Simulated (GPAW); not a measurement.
# Cl (Cmce): G0W0 on several meshes in GPAW

Wanted: mesh dependence and cost of G0W0 for Cl (Cmce).

Method: PBE and many-body steps on it, plane waves, in GPAW 26.7.0.

### Step 1. The structure

Symmetry: Cmce, No. 64, orthorhombic system. The conventional cell has a = 6.290 Å, b = 4.500 Å, c = 8.210 Å, α = 90.00°, β = 90.00°, γ = 90.00°. Nearest to Cl lie 1 Cl at 2.02 Å.

Structure file:

```xyz
4
Lattice="3.1450 -2.2500 0.0000 3.1450 2.2500 0.0000 0.0000 0.0000 8.2100" Properties=species:S:1:pos:R:3 pbc="T T T"
Cl    3.1450   -1.6650    0.8210
Cl    3.1450   -0.5850    4.9260
Cl    3.1450    1.6650    7.3890
Cl    3.1450    0.5850    3.2840
```

The cell and positions come from the Crystallography Open Database and are kept as given unless a step says otherwise.

### Step 2. Empty states on the mesh, 4×4×2 mesh, 198 bands

This step: GPAW 26.7.0; DFT, PBE, plane waves, PAW.

The sums over transitions need many empty states on a uniform mesh; this step solves for them.

Input file run.py:

```python
import json
import numpy as np
from gpaw.mpi import world
from gpaw import GPAW

calc = GPAW('gs.gpw').fixed_density(kpts={'size': (4, 4, 2), 'gamma': True},
    parallel={'domain': 1, 'band': 1},
    txt='nscf.txt')
calc.diagonalize_full_hamiltonian(nbands=198)
calc.write('full.gpw', mode='all')
res = {}
kpts = calc.get_ibz_k_points()
res['kpts'] = kpts
res['eigenvalues'] = [calc.get_eigenvalues(kpt=k) for k in range(len(kpts))]
res['n_electrons'] = calc.get_number_of_electrons()

if world.rank == 0:
    with open('result.json', 'w') as f:
        json.dump(res, f, default=lambda x: x.tolist())
```

Launch:

```console
$ mpirun -n 4 gpaw python run.py
```

Numbers of over 12 decimals in the logs are rounded to 6 here.

Output:

```text
Diagonalizing LCAO Hamiltonian
Converting LCAO to pw mode
convergence criteria:
- Maximum integral of absolute [eigenst]ate change: 4e-08 eV^2 / valence electron
maximum number of iterations: 100

SCF iterations
|iter     |     time |      energy | eigst |  dens |
|iter:   1|  |             | +1.50 |       |
|iter:   2|  |             | +0.30 |       |
|iter:   3|  |             | -0.45 |       |
[...]
|iter:  21|  |             | -7.08 |       |
|iter:  22|  |             | -7.34 |       |
|iter:  23|  |             | -7.57c|       |
SCF steps: 23
  __  _  _
 | _ |_)|_||  |
 |__||  | ||/\| - 26.7.0

Input parameters:
  mode=PW(ecut=450.000000),
  convergence={'density': 1e-06, 'bands': -3},
  gpts=array([20, 20, 42]),
  kpts=MonkhorstPack(size=(4, 4, 2), gamma=True),
  maxiter=100,
  nbands=22,
  occupations=Occupations(name='fermi-dirac', width=0.001, fixmagmom=False),
  parallel={'domain': 1, 'band': 1},
  xc=XC(name='PBE')
Matrix size: 2524x2524
# Writing to full.gpw (mode='all')
  [... matrices ...]

timing:  # [seconds]
  Total: 59.017  # ━━━━━━━━━━━━━━━━━━━━━━━━━━━━━━━━━━━━━━━━━━━━━━━━━━━━━━━━━━
```

Elapsed: 67 s, on 4 MPI ranks of Arm Neoverse V1, shared host; peak memory 2.7 GiB; 4.5 min of CPU time.

Numbers from this step:

```
gap                                                           : 2.490 eV
k of the valence top                                          : 0.5, 0.5, 0
k of the conduction bottom                                    : 0, 0, 0
least direct gap                                              : 2.547 eV
k points computed                                             : 14
lowest point of the top converged band, above the valence top : 74.4496 eV
```

On this mesh the gap is 2.490 eV.

### Step 3. 4×4×2

G0W0 replaces the xc potential by the self-energy, built once from these orbitals. Only a window of levels is corrected, while the sums run over the empty bands that the input names.

This step: G0W0 on PBE, plane waves, PAW.

Input file run.py:

```python
import json
import numpy as np
from gpaw.mpi import world
from gpaw.response.g0w0 import G0W0

gw = G0W0('full.gpw',
    filename='gw',
    kpts=[0, 12],
    bands=(12, 16),
    ecut=48,
    nbands=87,
    integrate_gamma='WS',
    ppa=True)
gw.calculate()
res = {mode: {k: v for k, v in r.items() if k != 'sigma_eskwn'}
       for mode, r in gw.all_results.items()}

if world.rank == 0:
    with open('result.json', 'w') as f:
        json.dump(res, f, default=lambda x: x.tolist())
```

Launch:

```console
$ mpirun -n 4 gpaw python run.py
```

Output:

```text
Using integrator: PointIntegrator
FrequencyGridDescriptor(from 0.000+0.000j to 0.000+27.211j eV, 2 points)
Nonperiodic BCs:  [False False False]
Using integrator: PointIntegrator
FrequencyGridDescriptor(from 0.000+0.000j to 0.000+27.211j eV, 2 points)
Nonperiodic BCs:  [False False False]
  ___  _ _ _
 |   || | | |
 | | || | | |
 |__ ||_____|
 |___|

BZ k-points: Symmetries present (total): 4

  [... matrices ...]
32 k-points: 4 x 4 x 2 Monkhorst-Pack grid + [1/8,1/8,1/4]
14 k-points in the irreducible part of the Brillouin zone
       k-points in crystal coordinates                weights
   0:     0.00000000    0.00000000    0.00000000          1/32
   1:     0.00000000    0.00000000    0.50000000          1/32
   2:     0.25000000   -0.25000000    0.00000000          2/32
   3:     0.25000000   -0.25000000    0.50000000          2/32
   4:     0.25000000    0.00000000    0.00000000          4/32
   5:     0.25000000    0.00000000    0.50000000          4/32
   6:     0.25000000    0.25000000    0.00000000          2/32
   7:     0.25000000    0.25000000    0.50000000          2/32
   8:     0.50000000    0.00000000    0.00000000          2/32
   9:     0.50000000    0.00000000    0.50000000          2/32
          ...
  13:     0.50000000    0.50000000    0.50000000          1/32

Distributing spins, k-points and bands (1 x 2 x 4) over 4 processes
Number of blocks: 1

Quasi particle states:
k-points (IBZ indices): [0, 12]
Band range: (12, 16)
  [... matrices ...]
Computational parameters:
Plane wave cut-off: 48 eV
Number of bands: 87
Coulomb cutoff: None
Broadening: 0.1 eV

fxc modes: GW
Kernel: RPA
Using Godby-Needs plasmon-pole approximation:
  Fitting energy: i*E0, E0 = 1.000 Hartree
Summing all q:

Calculating screened Coulomb potential
No Coulomb truncation
FrequencyGridDescriptor(from 0.000+0.000j to 0.000+27.211j eV, 2 points)
Removing empty qpoint cache files...

Calculating chi0 body with:
    Ground state adapter containing:
    Number of spins: 1
    Number of kpoints: 32
    Number of irreducible kpoints: 14
    Number of completely occupied states: 14
    Number of partially occupied states: 14
    Occupied states memory: 3.5888671875 M / cpu

    Linear response parametrization:
    q_c: [0.0, 0.0, 0.0]
    Number of frequency points: 2
    Planewave cutoff: 48.0
    Number of bands: 87
    Number of planewaves: 93
    Broadening (eta): 1e-06
    comm.size: 4
    kncomm.size: 4
    blockcomm.size: 1

    Memory estimate of potentially large arrays:
        chi0_wGG: 0.263947 M / cpu
Integrating chi0 body.

Symmetries of q_c:
    Direct symmetries (Uq -> q): 4
    Indirect symmetries (TUq -> q): 0
In total 4 allowed symmetries.

  [... matrices ...]
14 groups of equivalent kpoints. 56.25% reduction.

Integral kind: response function
Integrating chi0 head and wings.

Symmetries of q_c:
    Direct symmetries (Uq -> q): 4
    Indirect symmetries (TUq -> q): 0
In total 4 allowed symmetries.

  [... matrices ...]
14 groups of equivalent kpoints. 56.25% reduction.

Integral kind: response function wings

Calculating chi0 body with:
    Ground state adapter containing:
    Number of spins: 1
    Number of kpoints: 32
    Number of irreducible kpoints: 14
    Number of completely occupied states: 14
    Number of partially occupied states: 14
    Occupied states memory: 3.5888671875 M / cpu

    Linear response parametrization:
[... the further q-points ...]

Results:
f:      Occupation numbers
eps:     KS-eigenvalues [eV]
vxc:     KS vxc [eV]
exx:     Exact exchange [eV]
sigma:   Self-energies [eV]
dsigma:  Self-energy derivatives
Z:       Renormalization factors
qp:      QP-energies [eV]

k-point 0 (0): (0.000, 0.000, 0.000)                GW
band       f     eps     vxc     exx   sigma  dsigma       Z      qp
                                                                   GW
  12   1.000  -0.359 -17.020 -21.485   2.965  -0.238   0.808  -1.571
  13   1.000  -0.269 -17.277 -21.700   2.974  -0.238   0.808  -1.439
  14   0.000   2.278 -16.854 -11.617  -2.814  -0.226   0.815   4.253
  15   0.000   2.843 -17.627 -11.930  -2.948  -0.239   0.807   5.062

k-point 1 (12): (0.500, 0.500, 0.000)                GW
band       f     eps     vxc     exx   sigma  dsigma       Z      qp
                                                                   GW
  12   1.000  -0.573 -16.760 -21.137   2.911  -0.240   0.807  -1.755
  13   1.000  -0.213 -17.243 -21.644   2.949  -0.237   0.809  -1.387
  14   0.000   2.355 -16.961 -11.598  -2.839  -0.229   0.813   4.408
  15   0.000   2.547 -17.080 -11.630  -2.838  -0.233   0.811   4.664
```

Elapsed: 28 s, on 4 MPI ranks; peak memory 0.97 GiB; 1.9 min of CPU time.

This step gave:

| Item | Value |
| --- | --- |
| G0W0 gap on the points computed | 5.640 eV |
| least direct G0W0 gap on the computed points | 5.692 eV |
| Z at the valence top | 0.8086 |
| Z at the conduction bottom | 0.8154 |
| starting gap on the mesh | 2.490 eV |
| k of the valence top | 0.5, 0.5, 0 |
| k of the conduction bottom | 0, 0, 0 |

The gap on the mesh goes from 2.49 eV to 5.64 eV, a correction of +3.15 eV.

### Step 4. Empty states on the mesh, 2×2×1 mesh, 97 bands

This step: DFT, PBE, plane waves, PAW.

Input file run.py:

```python
import json
import numpy as np
from gpaw.mpi import world
from gpaw import GPAW

calc = GPAW('gs.gpw').fixed_density(kpts={'size': (2, 2, 1), 'gamma': True},
    nbands=113,
    convergence={'bands': 97},
    txt='nscf.txt')
calc.write('full.gpw', mode='all')
res = {}
kpts = calc.get_ibz_k_points()
res['kpts'] = kpts
res['eigenvalues'] = [calc.get_eigenvalues(kpt=k) for k in range(len(kpts))]
res['n_electrons'] = calc.get_number_of_electrons()

if world.rank == 0:
    with open('result.json', 'w') as f:
        json.dump(res, f, default=lambda x: x.tolist())
```

Launch:

```console
$ mpirun -n 4 gpaw python run.py
```

Output:

```text
Diagonalizing LCAO Hamiltonian
Converting LCAO to pw mode
convergence criteria:
- Maximum integral of absolute [eigenst]ate change: 4e-08 eV^2 / valence electron
maximum number of iterations: 100

SCF iterations
|iter     |     time |      energy | eigst |  dens |
|iter:   1|  |             | +3.91 |       |
|iter:   2|  |             | +2.72 |       |
|iter:   3|  |             | +1.56 |       |
[...]
|iter:  13|  |             | -6.79 |       |
|iter:  14|  |             | -7.16 |       |
|iter:  15|  |             | -7.67c|       |
SCF steps: 15
  __  _  _
 | _ |_)|_||  |
 |__||  | ||/\| - 26.7.0

Input parameters:
  mode=PW(ecut=450.000000),
  convergence={'bands': 97},
  gpts=array([20, 20, 42]),
  kpts=MonkhorstPack(size=(2, 2, 1), gamma=True),
  maxiter=100,
  nbands=113,
  occupations=Occupations(name='fermi-dirac', width=0.001, fixmagmom=False),
  parallel={},
  xc=XC(name='PBE')
# Writing to full.gpw (mode='all')
  [... matrices ...]

timing:  # [seconds]
  Total: 0.055  # ━━━━━━━━━━━━━━━━━━━━━━━━━━━━━━━━━━━━━━━━━━━━━━━━━━━━━━━━━━━
```

Wall time 9.6 s (4 MPI ranks); peak memory 0.63 GiB.

Numbers from this step:

* gap: 2.490 eV
* k of the valence top: 0.5, 0.5, 0
* k of the conduction bottom: 0, 0, 0
* least direct gap: 2.547 eV
* k points computed: 3
* lowest point of the top converged band, above the valence top: 42.84 eV

On this mesh the gap is 2.490 eV.

### Step 5. 2×2×1

This step: G0W0 on PBE, plane waves, PAW.

Input file run.py:

```python
import json
import numpy as np
from gpaw.mpi import world
from gpaw.response.g0w0 import G0W0

gw = G0W0('full.gpw',
    filename='gw',
    kpts=[0, 2],
    bands=(12, 16),
    ecut=48,
    nbands=87,
    integrate_gamma='WS',
    ppa=True)
gw.calculate()
res = {mode: {k: v for k, v in r.items() if k != 'sigma_eskwn'}
       for mode, r in gw.all_results.items()}

if world.rank == 0:
    with open('result.json', 'w') as f:
        json.dump(res, f, default=lambda x: x.tolist())
```

Launch:

```console
$ mpirun -n 4 gpaw python run.py
```

Output:

```text
Using integrator: PointIntegrator
FrequencyGridDescriptor(from 0.000+0.000j to 0.000+27.211j eV, 2 points)
Nonperiodic BCs:  [False False False]
Using integrator: PointIntegrator
FrequencyGridDescriptor(from 0.000+0.000j to 0.000+27.211j eV, 2 points)
Nonperiodic BCs:  [False False False]
  ___  _ _ _
 |   || | | |
 | | || | | |
 |__ ||_____|
 |___|

BZ k-points: Symmetries present (total): 4

  [... matrices ...]
4 k-points: 2 x 2 x 1 Monkhorst-Pack grid + [1/4,1/4,0.000000]
3 k-points in the irreducible part of the Brillouin zone
       k-points in crystal coordinates                weights
   0:     0.00000000    0.00000000    0.00000000          1/4
   1:     0.50000000    0.00000000    0.00000000          2/4
   2:     0.50000000    0.50000000    0.00000000          1/4

Distributing spins, k-points and bands (1 x 2 x 4) over 4 processes
Number of blocks: 1

Quasi particle states:
k-points (IBZ indices): [0, 2]
Band range: (12, 16)
  [... matrices ...]
Computational parameters:
Plane wave cut-off: 48 eV
Number of bands: 87
Coulomb cutoff: None
Broadening: 0.1 eV

fxc modes: GW
Kernel: RPA
Using Godby-Needs plasmon-pole approximation:
  Fitting energy: i*E0, E0 = 1.000 Hartree
Summing all q:

Calculating screened Coulomb potential
No Coulomb truncation
FrequencyGridDescriptor(from 0.000+0.000j to 0.000+27.211j eV, 2 points)
Removing empty qpoint cache files...

Calculating chi0 body with:
    Ground state adapter containing:
    Number of spins: 1
    Number of kpoints: 4
    Number of irreducible kpoints: 3
    Number of completely occupied states: 14
    Number of partially occupied states: 14
    Occupied states memory: 3.5888671875 M / cpu

    Linear response parametrization:
    q_c: [0.0, 0.0, 0.0]
    Number of frequency points: 2
    Planewave cutoff: 48.0
    Number of bands: 87
    Number of planewaves: 93
    Broadening (eta): 1e-06
    comm.size: 4
    kncomm.size: 4
    blockcomm.size: 1

    Memory estimate of potentially large arrays:
        chi0_wGG: 0.263947 M / cpu
Integrating chi0 body.

Symmetries of q_c:
    Direct symmetries (Uq -> q): 4
    Indirect symmetries (TUq -> q): 0
In total 4 allowed symmetries.

  [... matrices ...]
3 groups of equivalent kpoints. 25.0% reduction.

Integral kind: response function
Integrating chi0 head and wings.

Symmetries of q_c:
    Direct symmetries (Uq -> q): 4
    Indirect symmetries (TUq -> q): 0
In total 4 allowed symmetries.

  [... matrices ...]
3 groups of equivalent kpoints. 25.0% reduction.

Integral kind: response function wings

Calculating chi0 body with:
    Ground state adapter containing:
    Number of spins: 1
    Number of kpoints: 4
    Number of irreducible kpoints: 3
    Number of completely occupied states: 14
    Number of partially occupied states: 14
    Occupied states memory: 3.5888671875 M / cpu

    Linear response parametrization:
[... the further q-points ...]

Results:
f:      Occupation numbers
eps:     KS-eigenvalues [eV]
vxc:     KS vxc [eV]
exx:     Exact exchange [eV]
sigma:   Self-energies [eV]
dsigma:  Self-energy derivatives
Z:       Renormalization factors
qp:      QP-energies [eV]

k-point 0 (0): (0.000, 0.000, 0.000)                GW
band       f     eps     vxc     exx   sigma  dsigma       Z      qp
                                                                   GW
  12   1.000  -0.359 -17.020 -21.559   2.979  -0.236   0.809  -1.621
  13   1.000  -0.269 -17.277 -21.789   3.009  -0.237   0.808  -1.484
  14   0.000   2.278 -16.854 -11.592  -2.788  -0.225   0.816   4.297
[...]
k-point 1 (2): (0.500, 0.500, 0.000)                GW
band       f     eps     vxc     exx   sigma  dsigma       Z      qp
                                                                   GW
[...]
14   0.000   2.355 -16.961 -11.594  -2.804  -0.228   0.814   4.442
  15   0.000   2.547 -17.080 -11.686  -2.766  -0.231   0.812   4.681
```

The job ended after 5.1 s (4 MPI ranks; peak memory 0.84 GiB).

Numbers from this step:

- G0W0 gap on the points computed: 5.709 eV
- least direct G0W0 gap on the computed points: 5.781 eV
- Z at the valence top: 0.8107
- Z at the conduction bottom: 0.8164
- starting gap on the mesh: 2.490 eV
- k of the valence top: 0.5, 0.5, 0
- k of the conduction bottom: 0, 0, 0

Against G0W0 in GPAW (4×4×2 mesh, 87 bands, screening to 48 eV, Godby-Needs plasmon pole), the gap moves by +0.069 eV.

### Step 6. The runs together

Times are wall times on 4 MPI ranks of Arm Neoverse V1, shared host, good to a factor of about two.

```tsv
run	mesh	bands	screening cutoff (eV)	DFT gap (eV)	gap on the mesh (eV)	direct (eV)	time
4×4×2	4×4×2	87	48	2.490	5.640	5.692	28 s
2×2×1	2×2×1	87	48	2.490	5.709	5.781	5.1 s
```

### Step 7. Outcome

```yaml
4x4x2: 5.640 eV
2x2x1: 5.709 eV
known_limits: not at the basis limit; coarse k mesh
```

**Reading.** 2×2×1: +0.069 eV against 4×4×2. Bands and cutoff are finite, so the gap is not at the basis limit. The miss can reach some tenths of an eV and take either sign; the mesh is an error of its own. These stock PAW sets were not made for GW. In the G0W0 runs levels were corrected at 2 k points alone, so a gap called «on the mesh» is the least over those, and an edge elsewhere would be missed. The 4×4×2 mesh is coarse for this cell, which bears on the long-range parts of exchange and screening. Mesh or cutoff lie under what a gap needs, so these runs test behaviour and cost; their gaps are not to be quoted.

[Paths, hosts, dates, memory and timing lines, banners, echoed tables and standing remarks are left out of the program output.]

[Logs are printed without paths, hosts, clocks, repeated set-up lines and the standing remarks that a program may print on its own settings, such as how far it seeks lower states.]

[Runs of the session that timed out or met a known fault of the program may be left out.]

[Hosts, paths, dates, database ids (printed as entryN), source tags and the programs' standing remarks are cut or masked in the printed files.]
